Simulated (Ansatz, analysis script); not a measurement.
# FeSb: spin spirals and exchange

Spirals are solved in the crystal's own cell at each q. What do they say of the order in FeSb?

Main program and level: Ansatz 0.2.0; PBEsol, PAW set soft_1 (files made for PBE).

This is a report of a sequence of runs, with most program output left out.

The database entry behind the starting cell differs from later determinations by our own check (0.1 to 0.3 % short, probably kX units), so it need not match the best structure at ambient conditions.

In doubt: warnings of the run leave room for a lower electronic state (step 3), so energies may not be the lowest and differences between runs may mislead.

### Step 1. Starting point

The structure is hexagonal, space group P6_3/mmc (No. 194). The conventional cell has a = 4.060 Å, b = 4.060 Å, c = 5.130 Å, α = 90.00°, β = 90.00°, γ = 120.00°. Fe has 2 Fe at 2.56 Å and 6 Sb at 2.67 Å nearest. Sb has 6 Fe at 2.67 Å nearest. Farther neighbours are not listed.

The cell of this run holds 4 atoms, 2 of them with a starting moment; values «a cell» refer to the cell of the run in question.

### Step 2. Collinear start 1: ferro ++

The order that a run ends on hangs on its start, so several orders are typed and the lowest is carried on.

Contents of input.yaml:

```yaml
crystal:
  lattice:
    - [4.06, 0.0, 0.0]
    - [-2.03, 3.5160631394, 0.0]
    - [0.0, 0.0, 5.13]
  atoms:
    - { symbol: Fe, position: [0.0, 0.0, 0.0], spin: 2.8 }
    - { symbol: Fe, position: [0.0, 0.0, 0.5], spin: 2.8 }
    - { symbol: Sb, position: [0.3333333333, 0.6666666667, 0.25] }
    - { symbol: Sb, position: [0.6666666667, 0.3333333333, 0.75] }
magnetization:
  spin_polarized: true
kpoints:
  mp_grid: { grid: [8, 8, 6] }
hamiltonian:
  xc: pbesol
  pseudopotentials: { kind: paw, azcp: { folder: soft_1 }, xc_functional: pbe }
scf:
  occupations: { method: fermi_dirac, width: 0.05 }
  max_iter: 120
  convergence: { dr2_threshold: 1.0e-08 }
  lower_state_search: "off"
output:
  write_density: true
  write_potential: true
  elf: true
  volumetric_format: npy
```

The run is started by

```sh
> ansatz run input.yaml --threads 1 --pin off --max-ram 2048MiB --backend cpu --events-out ev --progress --plain --runs-dir out
```

It took 26 s on 1 thread of Arm Neoverse V1, shared host; peak memory 0.5 GiB.

It ends ferromagnetic, with 1.64 μB on the largest site.

### Step 3. Collinear start 2: antiferro +-

A self-consistent run from these starting moments shows which magnetic state they lead to.

input.yaml, the sections that differ from step 2:

```yaml
crystal:
  lattice:
    - [4.06, 0.0, 0.0]
    - [-2.03, 3.5160631394, 0.0]
    - [0.0, 0.0, 5.13]
  atoms:
    - { symbol: Fe, position: [0.0, 0.0, 0.0], spin: 2.8 }
    - { symbol: Fe, position: [0.0, 0.0, 0.5], spin: -2.8 }
    - { symbol: Sb, position: [0.3333333333, 0.6666666667, 0.25] }
    - { symbol: Sb, position: [0.6666666667, 0.3333333333, 0.75] }
# magnetization, kpoints, hamiltonian, scf: as in step 2
# output: removed
```

The job ended after 38 s (1 thread; peak memory 0.55 GiB).

It ends antiferromagnetic, with 1.10 μB on the largest site.

### Step 4. The collinear states

| typed order | atoms | final state | energy (meV/atom) | largest moment (μB) |
| --- | --- | --- | --- | --- |
| ferro ++ | 4 | ferromagnetic | 0.00 | 1.64 |
| antiferro +- | 4 | antiferromagnetic | 76.79 | 1.10 |

The session goes on from the lowest state with moments found, typed ferro ++.

Spin moment in the atom's sphere by atom:

| atom | spin moment in the atom's sphere (μB) |
| --- | --- |
| Fe1 | 1.64 |
| Fe2 | 1.64 |
| Sb3 | -0.06 |
| Sb4 | -0.06 |

Tables count atoms from 1; parts of the log count from 0.

### Step 5. Mesh refined

Levels at the Fermi energy are partly filled, so moments and energy differences can hang on the k-mesh, and the state is solved again on a denser one.

input.yaml, the sections that differ from step 3:

```yaml
crystal:
  lattice:
    - [4.06, 0.0, 0.0]
    - [-2.03, 3.5160631394, 0.0]
    - [0.0, 0.0, 5.13]
  atoms:
    - { symbol: Fe, position: [0.0, 0.0, 0.0], spin: 1.64 }
    - { symbol: Fe, position: [0.0, 0.0, 0.5], spin: 1.64 }
    - { symbol: Sb, position: [0.3333333333, 0.6666666667, 0.25] }
    - { symbol: Sb, position: [0.6666666667, 0.3333333333, 0.75] }
kpoints:
  mp_grid: { grid: [11, 11, 8] }
basis:
  ecutwfc: 420.0
checkpoint:
  read: start
  write: ck
  compress: false
  write_wavefunctions: false
  write_every: 100000
# magnetization, hamiltonian, scf: as in step 3
```

The run is started by

```sh
> ansatz run input.yaml --threads 4 --pin off --max-ram 8192MiB --backend cpu --events-out ev --progress --plain --runs-dir out
```

It took 7.4 s on 4 threads; peak memory 0.66 GiB; 28 s of CPU time.

Spin moment in the atom's sphere by atom:

| atom | spin moment in the atom's sphere (μB) |
| --- | --- |
| Fe1 | 1.60 |
| Fe2 | 1.60 |
| Sb3 | -0.07 |
| Sb4 | -0.07 |

The run ends ferromagnetic, with a net moment of 2.98 μB a cell.

Each spiral starts from these moments, tilted 90° from the rotation axis z (a flat spiral), with their directions locked in the turning frame; energies are taken at the locked directions, corrected for the field of the lock. Spin–orbit coupling is switched off, so the energy does not depend on how the axis lies in the crystal. The folder named start holds the saved collinear state, from which each run begins.

The runs on spinors take the mesh 12×12×8.

### Step 6. q = (0, 0, 0)

The reference is the same input at q = 0, so that basis and exchange-correlation form match those at other q. Every q is chosen so that q/2 is a mesh vector: every spiral then samples the k-points of q = 0, and much mesh noise cancels.

input.yaml, the sections that differ from step 5:

```yaml
crystal:
  lattice:
    - [4.06, 0.0, 0.0]
    - [-2.03, 3.5160631394, 0.0]
    - [0.0, 0.0, 5.13]
  atoms:
    - { symbol: Fe, position: [0.0, 0.0, 0.0], spin: 1.6, spin_axis: [1.0, 0.0, 0.0] }
    - { symbol: Fe, position: [0.0, 0.0, 0.5], spin: 1.6, spin_axis: [1.0, 0.0, 0.0] }
    - { symbol: Sb, position: [0.3333333333, 0.6666666667, 0.25] }
    - { symbol: Sb, position: [0.6666666667, 0.3333333333, 0.75] }
kpoints:
  mp_grid: { grid: [12, 12, 8] }
magnetization:
  noncollinear: true
  spin_spiral: { q: [0.0, 0.0, 0.0] }
  spin_locking: { lock_directions: true }
checkpoint:
  read: start
# hamiltonian, scf, basis: as in step 5
```

The run is started by

```sh
> ansatz run input.yaml --threads 2 --pin off --max-ram 4096MiB --backend cpu --events-out ev --progress --plain --runs-dir out
```

Wall time 12 min (2 threads); peak memory 3.8 GiB.

The largest moment is 1.57 μB, against 1.60 μB in the collinear run.

### Step 7. q = (0, 0, 0.25)

Only q changes. The cell stays that of the crystal, since the generalised Bloch theorem carries the rotation from cell to cell.

input.yaml: that of step 6 with these lines changed.

```diff
@@ -24,3 +24,3 @@
   noncollinear: true
-  spin_spiral: { q: [0.0, 0.0, 0.0] }
+  spin_spiral: { q: [0.0, 0.0, 0.25] }
   spin_locking: { lock_directions: true }
```

Elapsed: 13 min, on 2 threads; peak memory 3.9 GiB; 26 min of CPU time.

The energy of the cell lies 31.8 meV above that at q = 0, and the largest moment is 1.57 μB against 1.57 μB.

### Step 8. q = (0, 0, 0.5)

input.yaml: that of step 7 with these lines changed.

```diff
@@ -24,3 +24,3 @@
   noncollinear: true
-  spin_spiral: { q: [0.0, 0.0, 0.25] }
+  spin_spiral: { q: [0.0, 0.0, 0.5] }
   spin_locking: { lock_directions: true }
```

Elapsed: 15 min, on 2 threads; peak memory 3.9 GiB; 30 min of CPU time.

The energy of the cell lies 135 meV above that at q = 0, and the largest moment is 1.51 μB against 1.57 μB.

### Step 9. q = (0.333, 0, 0.5)

input.yaml: that of step 8 with these lines changed.

```diff
@@ -24,3 +24,3 @@
   noncollinear: true
-  spin_spiral: { q: [0.0, 0.0, 0.5] }
+  spin_spiral: { q: [0.33333333, 0.0, 0.5] }
   spin_locking: { lock_directions: true }
```

Elapsed: 17 min, on 2 threads; peak memory 4 GiB.

The energy of the cell lies 89.3 meV above that at q = 0, and the largest moment is 1.70 μB against 1.57 μB.

### Step 10. q = (0.5, 0, 0.5)

input.yaml: that of step 9 with these lines changed.

```diff
@@ -24,3 +24,3 @@
   noncollinear: true
-  spin_spiral: { q: [0.33333333, 0.0, 0.5] }
+  spin_spiral: { q: [0.5, 0.0, 0.5] }
   spin_locking: { lock_directions: true }
```

It took 16 min on 2 threads; peak memory 4 GiB; 32 min of CPU time.

The energy of the cell lies 72.0 meV above that at q = 0, and the largest moment is 1.75 μB against 1.57 μB.

4 more runs differ from these in the same keys alone and are tabled below.

### Step 11. Side runs that gave no result

| changed | outcome |
| --- | --- |
| none (memory cap of the command) | refused or stopped by the program |

### Step 12. The spirals together

| q (reciprocal lattice) | path length (1/Å) | E(q) − E(0) (meV a magnetic atom) | \|m\| Fe no. 1 (μB) | \|m\| Fe no. 2 (μB) |
| --- | --- | --- | --- | --- |
| (0, 0, 0) | 0.000 | 0.00 | 1.57 | 1.57 |
| (0.333, 0, 0) | 0.596 | -40.19 | 1.74 | 1.74 |
| (0.5, 0, 0) | 0.893 | -50.85 | 1.81 | 1.81 |
| (0.333, 0.333, 0) | 1.409 | -65.24 | 1.88 | 1.88 |
| (0.167, 0.167, 0) | 1.925 | -34.64 | 1.70 | 1.70 |
| (0, 0, 0) | 2.441 | 0.00 | 1.57 | 1.57 |
| (0, 0, 0.25) | 2.747 | 15.90 | 1.57 | 1.57 |
| (0, 0, 0.5) | 3.053 | 67.50 | 1.51 | 1.51 |
| (0.333, 0, 0.5) | 3.649 | 44.67 | 1.67 | 1.70 |
| (0.5, 0, 0.5) | 3.947 | 36.01 | 1.75 | 1.75 |

### Step 13. Outcome

```
lowest point of the path : q = (0.333, 0.333, 0), -65.2 meV a magnetic atom from q = 0
highest point            : 67.5 meV a magnetic atom
```

What this shows: The state at q = (0.333, 0.333, 0) lies 65.2 meV a magnetic atom below the ferromagnetic start, so that start is not the lowest state. The moments change by at most 20 % from their size at q = 0, a modest change. No spin model is given, since this treatment keeps to cells with one magnetic atom. States with other phases between the sublattices can lie lower than any point of this path. The 9 spiral runs took 2.2 h of wall time, added up. Energies are free energies at a smearing of 0.05 eV, and with partly filled levels differences shift, at times strongly, as the smearing goes to zero. In doubt: the program's search for lower states was switched off, so a lower magnetic state than those reached may exist.

[Logs and program files are shortened in this print: banners, set-up blocks, solver, clock and traceback lines can be left out without a mark of their own.]

[Logs are printed without paths, hosts, clocks, repeated set-up lines and the standing remarks that a program may print on its own settings, such as how far it seeks lower states.]

[Hosts, paths, dates, database ids (printed as entryN), source tags and the programs' standing remarks are cut or masked in the printed files.]
